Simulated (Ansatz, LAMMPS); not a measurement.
# Structural relaxation of glassy 47SiO2-23SrO-30Li2O (mol %) (119 atoms)

How does glassy 47SiO2-23SrO-30Li2O (mol %) (119 atoms) relax, and what do bonds, charges and levels look like afterwards?

Method: Kohn-Sham DFT, PBE, PAW (set soft_2), plane waves, in Ansatz 0.2.0.

## Step 1: The structure

The cell holds 119 atoms: 20 Si, 10 Sr, 26 Li and 63 O. Cell: a = 11.438 Å, b = 11.438 Å, c = 11.438 Å, α = 90.0°, β = 90.0°, γ = 90.0°. 119 atoms (20 Si, 10 Sr, 26 Li, 63 O) placed at random at 2.99 g/cm³, melted at 4000 K for 10 ps at fixed volume with the Morse and Coulomb pair potential with partial charges (Pedone, Malavasi, Menziani, Cormack and Segre, J. Phys. Chem. B 110, 11780 (2006)). Quenched from 4000 K to 300 K at 25 K/ps and fixed volume, held 10 ps at zero pressure.

Limits known from the start: The quench rate of 25 K/ps far exceeds what a furnace or splat quench reaches, so expect more defects and frozen-in strain than in a real sample. The starting topology of bonds comes from the classical model. Sampling is at Γ alone, for a cell whose shortest periodic width is 11 Å.

## Step 2: How the cell was made

A classical potential supplies the starting structure, since it reaches far longer times than DFT.

This step: classical MD, Morse and Coulomb pair potential with partial charges (Pedone, Malavasi, Menziani, Cormack and Segre, J. Phys. Chem. B 110, 11780 (2006)) (LAMMPS 22 Jul 2025 - Update 4).

Input file in.lmp:

```
# melt-quench of Si20Sr10Li26O63
units metal
atom_style charge
boundary p p p
region box block 0 11.3458 0 11.3458 0 11.3458
create_box 4 box
mass 1 28.0850   # Si
mass 2 87.6200   # Sr
mass 3 6.9400   # Li
mass 4 15.9990   # O
create_atoms 1 random 20 296163 NULL overlap 1.5 maxtry 2000
create_atoms 2 random 10 296170 NULL overlap 1.5 maxtry 2000
create_atoms 3 random 26 296177 NULL overlap 1.5 maxtry 2000
create_atoms 4 random 63 296184 NULL overlap 1.5 maxtry 2000
pair_style hybrid/overlay pedone 5.5 coul/long 8.0
pair_coeff * * coul/long
pair_coeff 1 4 pedone 0.340554 2.006700 2.100000 1   # Si-O
pair_coeff 2 4 pedone 0.019623 1.886000 3.328330 3   # Sr-O
pair_coeff 3 4 pedone 0.001114 3.429506 2.681360 1   # Li-O
pair_coeff 4 4 pedone 0.042395 1.379316 3.618701 22   # O-O
set type 1 charge 2.4
set type 2 charge 1.2
set type 3 charge 0.6
set type 4 charge -1.2
kspace_style pppm 1.0e-4
neigh_modify delay 0 every 1 check yes
thermo_style custom step time temp pe press density
thermo_modify norm yes
timestep 0.002
thermo 100
min_style cg
minimize 1e-4 1e-4 200 2000
reset_timestep 0
velocity all create 4000 296164 mom yes dist gaussian
# [... 11 lines left out ...]
fix md all nvt temp 4000 300 0.2
run 74000 post no
unfix md
thermo 1666
fix md all npt temp 300 300 0.2 iso 0 0 2
run 5000 post no
unfix md
write_dump all custom glass.dump id type xs ys zs modify sort id
```

Launch:

```bash
> lmp -in in.lmp -log none -nocite
```

Numbers of over 12 decimals in the logs are rounded to 6 here.

Log:

```text
LAMMPS (22 Jul 2025 - Update 4)
Created orthogonal box = (0 0 0) to (11.3458 11.3458 11.3458)
Created 20 atoms
Created 10 atoms
Created 26 atoms
Created 63 atoms
PPPM initialization ...
  G vector (1/distance) = 0.37873756
  grid = 12 12 12
  estimated relative force accuracy = 5.6769361e-05
   Step          Time           Temp          PotEng         Press         Density
         0   0              0              0.2767336      904151.84      2.9859616
        98   0.196          0             -11.325998      24016.014      2.9859616
Loop time of 0.0738735 s on 1 MPI rank(s) for 98 steps with 119 atoms
Minimization stats:
  Stopping criterion = energy tolerance
[... 17 lines left out ...]
[... 1 line left out ...]
Loop time of 2.40567 s on 1 MPI rank(s) for 5000 steps with 119 atoms
   Step          Time           Temp          PotEng         Press         Density
[... 12 lines left out ...]
Loop time of 34.02 s on 1 MPI rank(s) for 74000 steps with 119 atoms
   Step          Time           Temp          PotEng         Press         Density
[... 1 line left out ...]
     81634   163.268        307.81115     -11.411896     -8435.2701      2.9017259
     83300   166.6          286.98743     -11.414689     -3479.8401      2.8874882
     84966   169.932        273.65263     -11.418695      4290.9281      2.9321569
     85000   170            272.43959     -11.416829     -2841.3851      2.9141475
Loop time of 2.70334 s on 1 MPI rank(s) for 5000 steps with 119 atoms
```

It took 40 s on 1 thread of Arm Neoverse V2, shared host; peak memory 0.069 GiB.

## Step 3: Single point at the start

The forces at the start show how far the geometry lies from a minimum of this functional.

Input file input.yaml:

```yaml
crystal:
  lattice:
    - [11.43824, 0.0, 0.0]
    - [0.0, 11.43824, 0.0]
    - [0.0, 0.0, 11.43824]
  atoms:
    - { symbol: Si, position: [0.65973, 0.79138, 0.84851] }
    - { symbol: Si, position: [0.80255, 0.38797, 0.54823] }
    - { symbol: Si, position: [0.882, 0.25342, 0.78173] }
    - { symbol: Si, position: [0.14932, 0.73572, 0.42947] }
    - { symbol: Si, position: [0.42681, 0.13492, 0.54011] }
    - { symbol: Si, position: [0.90582, 0.90526, 0.08322] }
    - { symbol: Si, position: [0.57375, 0.11251, 0.30804] }
    - { symbol: Si, position: [0.44559, 0.49845, 0.87867] }
    - { symbol: Si, position: [0.06397, 0.18593, 0.24157] }
    - { symbol: Si, position: [0.33853, 0.257, 0.91363] }
    - { symbol: Si, position: [0.23627, 0.38809, 0.30895] }
    - { symbol: Si, position: [0.76006, 0.53229, 0.20613] }
    - { symbol: Si, position: [0.92715, 0.6335, 0.03003] }
    - { symbol: Si, position: [0.09017, 0.85319, 0.75807] }
    - { symbol: Si, position: [0.41612, 0.72113, 0.37713] }
    - { symbol: Si, position: [0.0132, 0.08388, 0.6263] }
    - { symbol: Si, position: [0.30767, 0.38943, 0.58272] }
    - { symbol: Si, position: [0.14252, 0.61811, 0.18046] }
    - { symbol: Si, position: [0.75441, 0.03522, 0.9067] }
    - { symbol: Si, position: [0.86906, 0.69892, 0.68937] }
    - { symbol: Sr, position: [0.36036, 0.9661, 0.78745] }
    - { symbol: Sr, position: [0.86413, 0.86862, 0.39455] }
    - { symbol: Sr, position: [0.60161, 0.26832, 0.77309] }
    - { symbol: Sr, position: [0.54631, 0.41554, 0.41398] }
    - { symbol: Sr, position: [0.3935, 0.68398, 0.65873] }
    - { symbol: Sr, position: [0.62843, 0.83626, 0.20096] }
    - { symbol: Sr, position: [0.82208, 0.27222, 0.08507] }
    - { symbol: Sr, position: [0.65101, 0.9201, 0.58999] }
    - { symbol: Sr, position: [0.4097, 0.72494, 0.02306] }
    - { symbol: Sr, position: [0.13809, 0.05062, 0.97956] }
    - { symbol: Li, position: [0.68489, 0.49818, 0.94884] }
    - { symbol: Li, position: [0.22864, 0.91514, 0.55963] }
    - { symbol: Li, position: [0.17027, 0.66892, 0.90348] }
    - { symbol: Li, position: [0.79958, 0.09172, 0.26153] }
    - { symbol: Li, position: [0.19916, 0.45154, 0.83843] }
    - { symbol: Li, position: [0.19149, 0.03803, 0.42604] }
    - { symbol: Li, position: [0.69755, 0.64867, 0.4584] }
    - { symbol: Li, position: [0.55894, 0.38027, 0.09639] }
    - { symbol: Li, position: [0.61653, 0.54946, 0.66034] }
    - { symbol: Li, position: [0.13242, 0.92162, 0.27015] }
    - { symbol: Li, position: [0.17094, 0.22762, 0.69821] }
    - { symbol: Li, position: [0.80102, 0.28401, 0.32138] }
    - { symbol: Li, position: [0.07319, 0.29757, 0.50026] }
    - { symbol: Li, position: [0.48486, 0.0404, 0.03295] }
    - { symbol: Li, position: [0.18634, 0.83036, 0.04053] }
    - { symbol: Li, position: [0.8089, 0.12131, 0.46268] }
    - { symbol: Li, position: [0.3667, 0.18534, 0.17251] }
    - { symbol: Li, position: [0.98961, 0.45301, 0.34793] }
    - { symbol: Li, position: [0.91379, 0.59589, 0.47798] }
    - { symbol: Li, position: [0.36047, 0.94483, 0.17348] }
    - { symbol: Li, position: [0.07363, 0.32879, 0.98979] }
    - { symbol: Li, position: [0.47597, 0.5425, 0.18778] }
    - { symbol: Li, position: [0.05968, 0.4847, 0.58112] }
    - { symbol: Li, position: [0.57715, 0.18679, 0.07667] }
    - { symbol: Li, position: [0.9595, 0.47972, 0.81759] }
    - { symbol: Li, position: [0.30622, 0.4311, 0.09349] }
    - { symbol: O, position: [0.10294, 0.13441, 0.53809] }
    - { symbol: O, position: [0.74321, 0.27484, 0.48212] }
    - { symbol: O, position: [0.41208, 0.19852, 0.00736] }
    - { symbol: O, position: [0.09851, 0.86822, 0.43974] }
    - { symbol: O, position: [0.19627, 0.49889, 0.23347] }
    - { symbol: O, position: [0.41263, 0.8062, 0.26652] }
    - { symbol: O, position: [0.80189, 0.73944, 0.5688] }
    - { symbol: O, position: [0.11562, 0.84594, 0.88573] }
    - { symbol: O, position: [0.7115, 0.49118, 0.52116] }
    - { symbol: O, position: [0.56351, 0.53765, 0.82496] }
    - { symbol: O, position: [0.80249, 0.33853, 0.68791] }
    - { symbol: O, position: [0.08145, 0.98896, 0.70855] }
    - { symbol: O, position: [0.20765, 0.8038, 0.70309] }
    - { symbol: O, position: [0.6717, 0.02491, 0.36685] }
    - { symbol: O, position: [0.86626, 0.99603, 0.97686] }
    - { symbol: O, position: [0.6485, 0.21386, 0.23861] }
    - { symbol: O, position: [0.63107, 0.48607, 0.20888] }
    - { symbol: O, position: [0.37169, 0.25516, 0.57914] }
    - { symbol: O, position: [0.81613, 0.93294, 0.1859] }
    - { symbol: O, position: [0.65048, 0.06727, 0.98653] }
    - { symbol: O, position: [0.12088, 0.30064, 0.30527] }
    - { symbol: O, position: [0.53882, 0.80917, 0.77516] }
    [... 35 atom lines left out ...]
    - { symbol: O, position: [0.29259, 0.73684, 0.45906] }
    - { symbol: O, position: [0.14778, 0.70939, 0.29071] }
    - { symbol: O, position: [0.88955, 0.76942, 0.03876] }
    - { symbol: O, position: [0.72307, 0.92595, 0.82958] }
    - { symbol: O, position: [0.49914, 0.05152, 0.21412] }
    - { symbol: O, position: [0.98398, 0.19816, 0.71317] }
kpoints:
  mp_grid: { grid: [1, 1, 1] }
hamiltonian:
  xc: pbe
scf:
  occupations: { method: fixed }
output:
  forces: true
  stress: true
  populations: intrinsic
  dos:
    method: { smearing: { sigma: 0.08 } }
    de: 0.1
    projected: { site_lists: { Li: [Li], O: [O], Si: [Si], Sr: [Sr] } }
  eigenvalues: true
```

Launch:

```bash
> ansatz run input.yaml --threads 4 --pin off --max-ram 8192MiB --backend cpu --events-out ev --progress --plain --runs-dir out
```

Log:

```text
Engine: ansatz 0.2.0, aarch64-unknown-linux-gnu
Pseudopotentials: kind: paw
Pseudopotential: Si, paw, valence charge 4, recommended cutoff 420 eV (normal), Si.paw.azcp
Pseudopotential: Sr, paw, valence charge 10, recommended cutoff 420 eV (normal), Sr.paw.azcp
Pseudopotential: Li, paw, valence charge 3, recommended cutoff 420 eV (normal), Li.paw.azcp
Pseudopotential: O, paw, valence charge 6, recommended cutoff 420 eV (normal), O.paw.azcp
Functional definition: PBE
  parameter kappa = 0.804
  parameter beta = 0.066725
  exchange = pbe_x(kappa = kappa, mu = beta*pi^2/3)
  correlation = pbe_c(beta = beta)
Crystal: 119 atoms, lattice volume = 1496.503 Å³
Basis set: ecut = 420 eV, 29279 PW (Γ), exchange–correlation on 160×160×160 points (8 copies of the dense FFT grid, shifted against one another)
Bands: 437, of which v1, the nominal top of the filled ones, is band 318 counted from 1 (317 counted from 0)
Symmetry: 1 space group operations
Space group: P1 (ITA 1), of the structure as read, at distance tolerance 1.1e-4 Å
k-points: 1
Non-local potential: Si, projectors of the file, l = 0: 2, l = 1: 2, l = 2: 2
Non-local potential: Sr, projectors of the file, l = 0: 3, l = 1: 2, l = 2: 2
Non-local potential: Li, projectors of the file, l = 0: 3, l = 1: 2, l = 2: 1
Non-local potential: O, projectors of the file, l = 0: 2, l = 1: 2, l = 2: 1
PAW form: soft (Blöchl's): semilocal exchange-correlation on the pseudo side does not see the compensation charge
PAW one-centre angular grid: Si, 110 points (default); XC on 64 Gauss nodes
PAW one-centre angular grid: Sr, 110 points (default); XC on 64 Gauss nodes
PAW one-centre angular grid: Li, 110 points (default); XC on 64 Gauss nodes
PAW one-centre angular grid: O, 110 points (default); XC on 64 Gauss nodes
Initial density: superposition of atomic densities (neutral atoms: chi_scale 0, normalization atom), corrected by the library's trained network
Initial wavefunctions: pseudopotential atomic-orbital guess
Functional: x = pbe(κ = 0.804, μ = 0.219515), c = pbe(β = 0.066725)
SCF iter   1: F=—  HF=-89366.749150 eV  |F-HF|=—  |Δ(HF+E_count)|=         —  Δρ=2.20e-3  dr2=1.06e-1  ethr=1.77e-3  ⟨swp⟩=6.0  Hψ=1666  notcnv=0  defer=115
preconditioner: auto → Resta (q_TF=auto, 2.366 Å⁻¹)  ε∞=3.2  [insulator: Δε(μ)=3.091 eV  Ē_g=15.276 eV  n_scr=340 (ndim 8)  ℏωp=22.8 eV  f_vac=0.064  ε∞_Penn≈3.2]
SCF iter   2: F=—  HF=-89366.760888 eV  |F-HF|=—  |Δ(HF+E_count)|=   1.17e-2  Δρ=1.27e-3  dr2=2.39e-2  ethr=1.67e-5  ⟨swp⟩=3.0  Hψ=715  notcnv=0  defer=117
SCF iter   3: F=—  HF=-89366.761892 eV  |F-HF|=—  |Δ(HF+E_count)|=   1.00e-3  Δρ=5.40e-4  dr2=8.23e-3  ethr=3.75e-6  ⟨swp⟩=2.0  Hψ=532  notcnv=0  defer=117
SCF iter   4: F=—  HF=-89366.762342 eV  |F-HF|=—  |Δ(HF+E_count)|=   4.49e-4  Δρ=2.07e-4  dr2=6.72e-4  ethr=1.29e-6  ⟨swp⟩=2.0  Hψ=532  notcnv=0  defer=117
SCF iter   5: F=—  HF=-89366.762365 eV  |F-HF|=—  |Δ(HF+E_count)|=   2.37e-5  Δρ=1.06e-4  dr2=1.56e-4  ethr=1.06e-7  ⟨swp⟩=2.0  Hψ=589  notcnv=0  defer=117
SCF iter   6: F=—  HF=-89366.762413 eV  |F-HF|=—  |Δ(HF+E_count)|=   4.78e-5  Δρ=3.27e-5  dr2=1.52e-5  ethr=2.46e-8  ⟨swp⟩=2.0  Hψ=567  notcnv=0  defer=117
SCF iter   7: F=—  HF=-89366.761896 eV  |F-HF|=—  |Δ(HF+E_count)|=   5.17e-4  Δρ=1.67e-5  dr2=3.82e-6  ethr=2.40e-9  ⟨swp⟩=2.0  Hψ=755  notcnv=0  defer=116
SCF iter   8: F=—  HF=-89366.761897 eV  |F-HF|=—  |Δ(HF+E_count)|=   9.65e-7  Δρ=6.55e-6  dr2=6.06e-7  ethr=6.01e-10  ⟨swp⟩=2.0  Hψ=602  notcnv=0  defer=116
SCF iter   9: F=—  HF=-89366.761898 eV  |F-HF|=—  |Δ(HF+E_count)|=   4.78e-7  Δρ=3.68e-6  dr2=1.86e-7  ethr=9.54e-11  ⟨swp⟩=2.0  Hψ=567  notcnv=0  defer=116
SCF iter  10: F=-89366.761898 eV  HF=-89366.761898 eV  |F-HF|=1.41e-8  |Δ(HF+E_count)|=   2.71e-8  Δρ=9.98e-7  dr2=1.57e-8  ethr=1.57e-11  ⟨swp⟩=17.0  Hψ=3148  notcnv=0
SCF 1 converged in 10 iterations: F = -89366.761898 eV  dr2 = 1.57e-8
  greatest PAW one-centre occupation: 1.000 electrons in one spin orbital (limit 2), on the Li atom at site 49 (counted from 0), in its partial waves of l = 0
SCF converged after 10 iterations
Free energy (F): -89366.761898 eV
Harris-Foulkes:  -89366.761898 eV  (|F-HF|=1.41e-8)
Internal energy: -89366.761898 eV  (E = F + TS)
E sigma→0 (E₀):  -89366.761898 eV
Fermi energy:    5.189186 eV
--- Per-component energies (eV) ---
  E_band       = -4401.940034
  E_kinetic    = 15171.515941
  E_local      = -37751.661724  (includes V_loc(G=0)·N_el)
  E_nonlocal   = 4683.412236
  E_hartree    = 12772.164589
  E_xc         = -7852.840931
  E_vxc        = -8961.634027  (∫ρ·V_xc dr)
  E_paw        = -47752.917169  (= ΣΔE_a)
  E_vpaw       = -3088.060193  (= ΣTr[D̂ρ^β])
  E_aug_tail   = 0.159485  (compensation charges beyond the density's cutoff)
  E_ewald      = -28636.594324
  E_smearing   = -0.000000  (= −TS)
  E_closure    = 0.000000  (closes the sum)
  Σ components = -89366.761898   (vs F -89366.761898, Δ=0.00e0)
--- Forces (eV/Å), atoms counted from 1 ---
  atom   1  Si     0.04804578     1.36795076     0.51203328
  atom   2  Si    -0.66430316    -2.85241643    -0.31849574
  atom   3  Si    -3.08736843     1.25439362     0.13794715
  atom   4  Si     1.44631908     0.98149908    -0.90340673
  atom   5  Si     1.68607923    -1.79134496     1.73292507
  atom   6  Si     1.01242967    -1.56499190    -0.36358372
  atom   7  Si     1.93712241     1.34917292     2.64123656
  atom   8  Si    -2.15305138    -1.09923056     0.64087432
  atom   9  Si     0.48199611    -0.74544784    -1.66227560
  atom  10  Si    -0.37987925     2.10848127    -1.42843747
  atom  11  Si    -0.72090677    -1.29418439     0.69726923
  atom  12  Si     0.99491108     0.78850775     0.19331795
  atom  13  Si    -2.00348898     0.61403864     1.66014722
  atom  14  Si    -1.35280449    -0.08280041    -3.99356874
[...]
atom 118  O     -2.92530035    -1.71834728    -3.30921107
  atom 119  O      3.29904029    -1.02105123    -1.25189026
  max |Σ_I F_I| component: 4.82e-5 eV/Å
--- Stress (GPa, compression-positive) ---
        2.945123       0.668706      -0.562073
        0.668707       4.554918       1.505137
       -0.562070       1.505139       4.345500
  P = ⅓ Tr σ = 3.9485 GPa (39.485 kbar)
--- Band table (eV) ---
  k-point 0: bands = ["-40.6058", "-40.3857", "-40.0955", "-39.9816", [... 421 levels ...], "14.0994", "14.1193", "14.1565", "14.1785", "14.2221", "14.2691", "14.3261", "14.3491", "14.3737", "14.4395", "14.4601", "14.5050"]
--- intrinsic populations: 119 sites ---
  site symbol       q [e]
     0     Si      2.3932
     1     Si      2.4297
     2     Si      2.3541
[...]
118      O      6.9446
  spilling = -0.000000 (of n_electrons = 636.000000)
```

Elapsed: 28 s, on 4 threads of Arm Neoverse V2, shared host; peak memory 2.1 GiB.

In the SCF lines HF is the Harris–Foulkes energy and dr2 the Hartree energy of the density residual, in eV; the loop may stop once dr2 is under the threshold and the program's other checks hold. Hψ counts applications of the Hamiltonian.

Numbers from this run:

```yaml
free_energy: -89366.7619 eV
free_energy_per_atom: -750.9812 eV/atom
scf_cycles: 10
pressure: 3.949 GPa
r_m_s_force_component: 1.369 eV/Å
longest_force: 6.721 eV/Å
fermi_energy: 5.189 eV
spacing_of_highest_filled_and_lowest_empty_level: 2.803 eV
```

The r.m.s. force component of 1.4 eV/Å and the pressure of 3.9 GPa set the starting point.

Neighbours are counted within 2.58 Å (O-Li), 2.12 Å (O-Si), 3.12 Å (O-Sr).

Length of the force by element and coordination:

| element | coordination | atoms | mean length of the force (eV/Å) | spread | least | most |
| --- | --- | --- | --- | --- | --- | --- |
| Li | all | 26 | 0.880 | 0.294 | 0.278 | 1.32 |
| Li | 2 | 1 | 0.856 | 0 | 0.856 | 0.856 |
| Li | 3 | 9 | 0.866 | 0.310 | 0.278 | 1.29 |
| Li | 4 | 14 | 0.884 | 0.31 | 0.410 | 1.32 |
| Li | 5 | 2 | 0.928 | 0.125 | 0.802 | 1.05 |
| O | all | 63 | 2.50 | 1.34 | 0.334 | 6.72 |
| O | 2 | 6 | 1.96 | 1.17 | 0.623 | 3.50 |
| O | 3 | 19 | 2.53 | 1.08 | 0.812 | 4.95 |
| O | 4 | 27 | 2.81 | 1.46 | 0.555 | 6.72 |
| O | 5 | 8 | 1.83 | 1.05 | 0.334 | 3.24 |
| O | 6 | 3 | 2.42 | 1.78 | 0.425 | 4.74 |
| Si | all | 20 | 2.44 | 0.754 | 1.28 | 4.22 |
| Sr | all | 10 | 0.862 | 0.342 | 0.383 | 1.64 |
| Sr | 5 | 2 | 0.692 | 0.0419 | 0.650 | 0.734 |
| Sr | 6 | 6 | 0.845 | 0.409 | 0.383 | 1.64 |
| Sr | 7 | 2 | 1.08 | 0.0483 | 1.03 | 1.13 |

(Part 1 of 3 ends here.)

[Logs are printed without paths, hosts, clocks, repeated set-up lines and the standing remarks that a program may print on its own settings, such as how far it seeks lower states.]

[Hosts, paths, dates, database ids (printed as entryN), source tags and the programs' standing remarks are cut or masked in the printed files.]
